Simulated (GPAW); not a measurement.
BP (F-43m): how ε∞ follows the gap

The empty bands of BP (F-43m) are shifted up rigidly by Δ, and ε∞ is computed for each shift.

Symmetry: F-43m, No. 216, cubic system. Conventional cell: a = 4.538 Å, b = 4.538 Å, c = 4.538 Å, α = 90.00°, β = 90.00°, γ = 90.00°. Around P on site c lie 4 B at 1.97 Å. Around B on site a lie 4 P at 1.97 Å.

Method: GPAW 26.7.0, PBE, RPA, k-mesh 15×15×15, local fields up to 70 eV, Lorentzian half width 0.12 eV.

Launch of the response step: `OMP_NUM_THREADS=1 python df.py`. The series took 69 s in all, its band step included, on 1 thread of Arm Neoverse V2 (shared host).

| Δ (eV) | ε∞ |
| --- | --- |
| 0.00 | ? |
| 0.25 | 8.518 |
| 0.50 | 8.242 |
| 0.75 | 7.987 |
| 1.00 | 7.751 |
| 1.50 | 7.327 |
| 2.00 | 6.955 |
| 3.00 | 6.335 |

With one effective transition at E₀ and fixed dipole strength, ε∞ − 1 = A/(E₀ + Δ), so 1/(ε∞ − 1) is linear in Δ.

Working, on the rows shown:

| x = Δ (eV) | y = 1/(ε∞ − 1) |
| --- | --- |
| 0.25 | 0.133014 |
| 0.5 | 0.138083 |
| 0.75 | 0.143123 |
| 1 | 0.148126 |
| 1.5 | 0.158053 |
| 2 | 0.167926 |
| 3 | 0.187441 |

Means: x̄ = 1.2857, ȳ = 0.15368. Σ(x − x̄)(y − ȳ) = 0.1099, Σ(x − x̄)² = 5.554. Slope = 0.1099 / 5.554 = 0.01979; intercept = ȳ − slope · x̄ = 0.12824. Turned back into ε∞, the line misses the rows shown by at most 0.0098.

**Question.** Predict the last column of the withheld row from the fit.

**Answer.** At x = 0 the line gives y = 0.12824, that is 8.798. The run gave 8.816, so the extrapolation is off by 0.018, 0.7 % of the range in the table.

Refitted with all rows, the slope is 0.01984 and the intercept 0.12815. These give E₀ = intercept/slope = 6.5 eV, far above the least direct gap of 3.41 eV: most of the screening comes from transitions well over the edge. Over the first step ε∞ falls by 14 % per eV. Excitons are left out; PBE gaps are as a rule too small. The values come from a sum over the points of one k-mesh and carry its error, which grows as the direct gap shrinks.
